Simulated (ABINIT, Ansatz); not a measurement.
# NaLiICl (P4/mmm): one start, several treatments of the self-energy

Aim: compare treatments of exchange, screening and correlation for the gap of NaLiICl (P4/mmm).

Calculated with ABINIT 10.8.3; LDA and many-body steps on it, plane waves.

Report form: the programs' logs are mostly left out.

### Step 1. Set-up

Symmetry: P4/mmm, No. 123, tetragonal system. The conventional cell has a = 4.092 Å, b = 4.092 Å, c = 6.215 Å, α = 90.00°, β = 90.00°, γ = 90.00°. Nearest to Na lie 4 Cl at 2.89 Å and 2 I at 3.11 Å. Nearest to Li lie 4 I at 2.89 Å. Nearest to I lie 4 Li at 2.89 Å and 2 Na at 3.11 Å. Nearest to Cl lie 4 Na at 2.89 Å. Farther neighbours and most contacts between anions are not listed.

The cell and positions are those that the Materials Project relaxed with its own functionals (PBE, PBE+U or r2SCAN), kept fixed. Spin-orbit coupling is left out unless a step names it.

### Step 2. Empty states on the mesh, 2×2×2 mesh, 200 bands

This step: ABINIT 10.8.3; DFT, LDA, plane waves, norm-conserving pseudopotentials.

The sums over transitions need many empty states on a uniform mesh; this step solves for them.

run.abi reads:

```
acell 3*1.0 Angstrom
rprim 
  4.091636000000 0.000000000000 0.000000000000
  0.000000000000 4.091636000000 0.000000000000
  0.000000000000 0.000000000000 6.215344000000
ntypat 4
znucl 11 3 53 17
natom 4
typat 1 2 3 4
xred 
  0.500000000000 0.500000000000 0.500000000000
  0.000000000000 0.000000000000 0.000000000000
  0.500000000000 0.500000000000 0.000000000000
  0.000000000000 0.000000000000 0.500000000000
pp_dirpath "pseudos"
pseudos "Na.upf, Li.upf, I.upf, Cl.upf"
ecut 38
ngkpt 2 2 2
nshiftk 1
shiftk 0 0 0
kptopt 1
chksymbreak 0
iscf -2
irdden 1
istwfk *1
nband 200
nbdbuf 18
tolwfr 1e-09
nstep 60
prtvol 0
indata_prefix "in"
outdata_prefix "out"
tmpdata_prefix "tmp"
```

Command:

```sh
> OMP_NUM_THREADS=1 mpirun -n 4 abinit run.abi > log
```

The job ended after 3.4 min (4 MPI ranks of Arm Neoverse N1, shared host; peak memory 0.51 GiB).

Numbers from this step:

```yaml
gap: 3.850 eV
k_of_the_valence_top: 0.5, 0, 0.5
k_of_the_conduction_bottom: 0, 0, 0
least_direct_gap: 4.142 eV
k_points_computed: 6
lowest_point_of_the_top_converged_band_above_the_valence_top: 74.6441 eV
```

On this mesh the gap is 3.850 eV.

The density comes from a self-consistent run that is not shown.

### Step 3. Screening, 2×2×2 mesh, 81 bands, screening to 114.3 eV

The RPA dielectric matrix is built and inverted for each q.

This step: RPA screening on LDA, plane waves, norm-conserving pseudopotentials.

Edit run.abi of step 2 so:

```diff
@@ -22,10 +22,11 @@
 chksymbreak 0
-iscf -2
-irdden 1
 istwfk *1
-nband 200
-nbdbuf 18
-tolwfr 1e-09
-nstep 60
-prtvol 0
+occopt 1
+irdwfk 1
+optdriver 3
+nband 81
+ecuteps 4.2
+inclvkb 2
+awtr 1
+symchi 1
 indata_prefix "in"
```

Wall time 24 s (4 MPI ranks); peak memory 0.98 GiB.

This step gave:

* ε∞ with local fields, on this mesh, along the program's q direction: 3.895
* the same without local fields: 4.621
* plasma frequency: 18.56 eV
* plane waves in the screening matrix: 287

Local fields lower ε∞ by 16 %. On a Γ-centred mesh this coarse the value itself is usually too large, while a short band sum pulls it down.

### Step 4. G0W0, Godby-Needs plasmon pole

The self-energy is evaluated for the states that the input lists, and the levels follow from it, in one-shot runs by the linearised quasiparticle equation.

This step: G0W0 on LDA, plane waves, norm-conserving pseudopotentials.

Edit run.abi of step 3 so:

```diff
@@ -25,8 +25,17 @@
 irdwfk 1
-optdriver 3
+optdriver 4
 nband 81
+gwcalctyp 0
+ecutsigx 38
+symsigma 1
+nkptgw 2
+kptgw 
+  0.5000000000 0.0000000000 0.5000000000
+  0.0000000000 0.0000000000 0.0000000000
+bdgw 
+  12 15
+  12 15
 ecuteps 4.2
-inclvkb 2
-awtr 1
-symchi 1
+irdscr 1
+ppmodel 1
 indata_prefix "in"
```

It took 15 s on 4 MPI ranks; peak memory 0.87 GiB.

Numbers from this step:

* G0W0 gap on the points computed: 5.995 eV
* starting gap on the mesh: 3.850 eV
* k of the valence top: 0.5, 0, 0.5
* k of the conduction bottom: 0, 0, 0
* Z at the valence top: 0.812
* Z at the conduction bottom: 0.841
* least direct G0W0 gap on the computed points: 6.331 eV

The gap on the mesh goes from 3.85 eV to 6.00 eV, a correction of +2.15 eV.

### Step 5. G0W0, von der Linden-Horsch plasmon pole

Edit run.abi of step 4 so:

```diff
@@ -39,3 +39,3 @@
 irdscr 1
-ppmodel 1
+ppmodel 3
 indata_prefix "in"
```

Wall time 10 s (4 MPI ranks); peak memory 0.8 GiB.

Numbers from this step:

```yaml
g0w0_gap_on_the_points_computed: 6.082 eV
starting_gap_on_the_mesh: 3.850 eV
k_of_the_valence_top: 0.5, 0, 0.5
k_of_the_conduction_bottom: 0, 0, 0
z_at_the_valence_top: 0.857
z_at_the_conduction_bottom: 0.883
least_direct_g0w0_gap_on_the_computed_points: 6.427 eV
```

Against G0W0 in ABINIT (2×2×2 mesh, 81 bands, screening to 114.3 eV, Godby-Needs plasmon pole), the gap moves by +0.087 eV.

### Step 6. G0W0, Hybertsen-Louie plasmon pole

Edit run.abi of step 5 so:

```diff
@@ -39,3 +39,3 @@
 irdscr 1
-ppmodel 3
+ppmodel 2
 indata_prefix "in"
```

Wall time 15 s (4 MPI ranks); peak memory 0.85 GiB.

This step gave:

* G0W0 gap on the points computed: 5.753 eV
* starting gap on the mesh: 3.850 eV
* k of the valence top: 0.5, 0, 0.5
* k of the conduction bottom: 0, 0, 0
* least direct G0W0 gap on the computed points: 6.135 eV

Against G0W0 in ABINIT (2×2×2 mesh, 81 bands, screening to 114.3 eV, Godby-Needs plasmon pole), the gap moves by −0.242 eV.

### Step 7. One-shot COHSEX

This step: one-shot COHSEX on LDA, plane waves, norm-conserving pseudopotentials.

Edit run.abi of step 6 so:

```diff
@@ -27,3 +27,3 @@
 nband 81
-gwcalctyp 0
+gwcalctyp 7
 ecutsigx 38
@@ -39,3 +39,2 @@
 irdscr 1
-ppmodel 2
 indata_prefix "in"
```

The job ended after 6.7 s (4 MPI ranks; peak memory 0.76 GiB; 27 s of CPU time).

This step gave:

```yaml
quasiparticle_gap_on_the_points_computed: 7.225 eV
starting_gap_on_the_mesh: 3.850 eV
k_of_the_valence_top: 0.5, 0, 0.5
k_of_the_conduction_bottom: 0, 0, 0
least_direct_quasiparticle_gap_on_the_computed_points: 7.574 eV
```

Against G0W0 in ABINIT (2×2×2 mesh, 81 bands, screening to 114.3 eV, Godby-Needs plasmon pole), the gap moves by +1.230 eV.

### Step 8. One-shot Hartree-Fock

This step: one-shot Hartree-Fock on LDA, plane waves, norm-conserving pseudopotentials.

Edit run.abi of step 7 so:

```diff
@@ -26,4 +26,4 @@
 optdriver 4
-nband 81
-gwcalctyp 7
+nband 17
+gwcalctyp 5
 ecutsigx 38
@@ -37,4 +37,4 @@
   12 15
-ecuteps 4.2
-irdscr 1
+ixc_sigma 40
+fftgw 31
 indata_prefix "in"
```

Run time: 6.3 s. Hardware: 4 MPI ranks; peak memory 0.69 GiB; 25 s of CPU time.

This step gave:

| Property | Result |
| --- | --- |
| quasiparticle gap on the points computed | 11.21 eV |
| starting gap on the mesh | 3.850 eV |
| k of the valence top | 0.5, 0, 0.5 |
| k of the conduction bottom | 0, 0, 0 |
| least direct quasiparticle gap on the computed points | 11.70 eV |

Against G0W0 in ABINIT (2×2×2 mesh, 81 bands, screening to 114.3 eV, Godby-Needs plasmon pole), the gap moves by +5.219 eV.

### Step 9. Screening, 2×2×2 mesh, 81 bands, screening to 114.3 eV

This step: RPA screening on LDA, plane waves, norm-conserving pseudopotentials.

Edit run.abi of step 8 so:

```diff
@@ -25,16 +25,14 @@
 irdwfk 1
-optdriver 4
-nband 17
-gwcalctyp 5
-ecutsigx 38
-symsigma 1
-nkptgw 2
-kptgw 
-  0.5000000000 0.0000000000 0.5000000000
-  0.0000000000 0.0000000000 0.0000000000
-bdgw 
-  12 15
-  12 15
-ixc_sigma 40
-fftgw 31
+optdriver 3
+nband 81
+ecuteps 4.2
+inclvkb 2
+awtr 1
+symchi 1
+gwcalctyp 2
+nfreqre 16
+freqremax 40 eV
+nfreqim 8
+spmeth 1
+nomegasf 120
 indata_prefix "in"
```

Elapsed: 32 s, on 4 MPI ranks; peak memory 1.5 GiB; 2.2 min of CPU time.

Numbers from this step:

- ε∞ with local fields, on this mesh, along the program's q direction: 3.926
- the same without local fields: 4.657
- plasma frequency: 18.56 eV
- plane waves in the screening matrix: 287

### Step 10. G0W0, contour deformation

This step: G0W0 on LDA, plane waves, norm-conserving pseudopotentials.

Edit run.abi of step 9 so:

```diff
@@ -25,14 +25,16 @@
 irdwfk 1
-optdriver 3
+optdriver 4
 nband 81
+gwcalctyp 2
+ecutsigx 38
+symsigma 1
+nkptgw 2
+kptgw 
+  0.5000000000 0.0000000000 0.5000000000
+  0.0000000000 0.0000000000 0.0000000000
+bdgw 
+  12 15
+  12 15
 ecuteps 4.2
-inclvkb 2
-awtr 1
-symchi 1
-gwcalctyp 2
-nfreqre 16
-freqremax 40 eV
-nfreqim 8
-spmeth 1
-nomegasf 120
+irdscr 1
 indata_prefix "in"
```

The job ended after 12 s (4 MPI ranks; peak memory 1.1 GiB).

This step gave:

| Property | Result |
| --- | --- |
| G0W0 gap on the points computed | 5.962 eV |
| starting gap on the mesh | 3.850 eV |
| k of the valence top | 0.5, 0, 0.5 |
| k of the conduction bottom | 0, 0, 0 |
| least direct G0W0 gap on the computed points | 6.295 eV |

Against G0W0 in ABINIT (2×2×2 mesh, 81 bands, screening to 114.3 eV, Godby-Needs plasmon pole), the gap moves by −0.033 eV.

### Step 11. The runs together

Times are wall times on 4 MPI ranks of Arm Neoverse N1, shared host, good to a factor of about two. A run's time includes the screening step that it read.

```tsv
run	mesh	bands	screening cutoff (eV)	DFT gap (eV)	gap on the mesh (eV)	direct (eV)	ε∞ used	time
G0W0, Godby-Needs plasmon pole	2×2×2	81	114.3	3.850	5.995	6.331	3.89	39 s
G0W0, von der Linden-Horsch plasmon pole	2×2×2	81	114.3	3.850	6.082	6.427	3.89	34 s
G0W0, Hybertsen-Louie plasmon pole	2×2×2	81	114.3	3.850	5.753	6.135	3.89	39 s
one-shot COHSEX	2×2×2	81	114.3	3.850	7.225	7.574	3.89	31 s
one-shot Hartree-Fock	2×2×2	-	-	3.850	11.214	11.704	-	6.3 s
G0W0, contour deformation	2×2×2	81	114.3	3.850	5.962	6.295	3.93	44 s
```

### Step 12. Outcome

| Property | Result |
| --- | --- |
| G0W0, Godby-Needs plasmon pole | 5.995 eV |
| G0W0, von der Linden-Horsch plasmon pole | 6.082 eV |
| G0W0, Hybertsen-Louie plasmon pole | 5.753 eV |
| one-shot COHSEX | 7.225 eV |
| one-shot Hartree-Fock | 11.214 eV |
| G0W0, contour deformation | 5.962 eV |
| known limits | not at the basis limit; no spin-orbit coupling; coarse k mesh |

What this shows: G0W0, von der Linden-Horsch plasmon pole: +0.087 eV against G0W0, Godby-Needs plasmon pole. G0W0, Hybertsen-Louie plasmon pole: −0.242 eV against G0W0, Godby-Needs plasmon pole. One-shot COHSEX: +1.230 eV against G0W0, Godby-Needs plasmon pole. One-shot Hartree-Fock: +5.219 eV against G0W0, Godby-Needs plasmon pole. G0W0, contour deformation: −0.033 eV against G0W0, Godby-Needs plasmon pole. Bare exchange alone opens the gap to 11.21 eV; against G0W0, correlation takes back 5.22 eV. Static COHSEX lies above G0W0: it lacks the factor Z and overstates the Coulomb hole of the filled states. Bands and cutoff are finite, so the gap is not at the basis limit. The miss can reach some tenths of an eV and take either sign; the mesh is an error of its own. In the G0W0 runs levels were corrected at 2 k points alone, so a gap called «on the mesh» is the least over those, and an edge elsewhere would be missed. The 2×2×2 mesh is coarse for this cell, which bears on the long-range parts of exchange and screening. The many-body steps are scalar-relativistic: spin-orbit coupling is not in them.

[Paths, hosts, dates, memory and timing lines, banners, echoed tables and standing remarks are left out of the program output.]

[Logs are printed without paths, hosts, clocks, repeated set-up lines and the standing remarks that a program may print on its own settings, such as how far it seeks lower states.]

[Runs of the session that timed out or met a known fault of the program may be left out.]

[Hosts, paths, dates, database ids (printed as entryN), source tags and the programs' standing remarks are cut or masked in the printed files.]

[G0W0 gaps are taken among the corrected bands and points alone; a level outside them can change the order at an edge.]

[Where Ansatz stands beside ABINIT at settings called matched, ABINIT's density can come from a denser mesh and the files from another edition; pairs whose starting gaps differed by over 0.03 eV were left out, so agreement reads better than it is.]
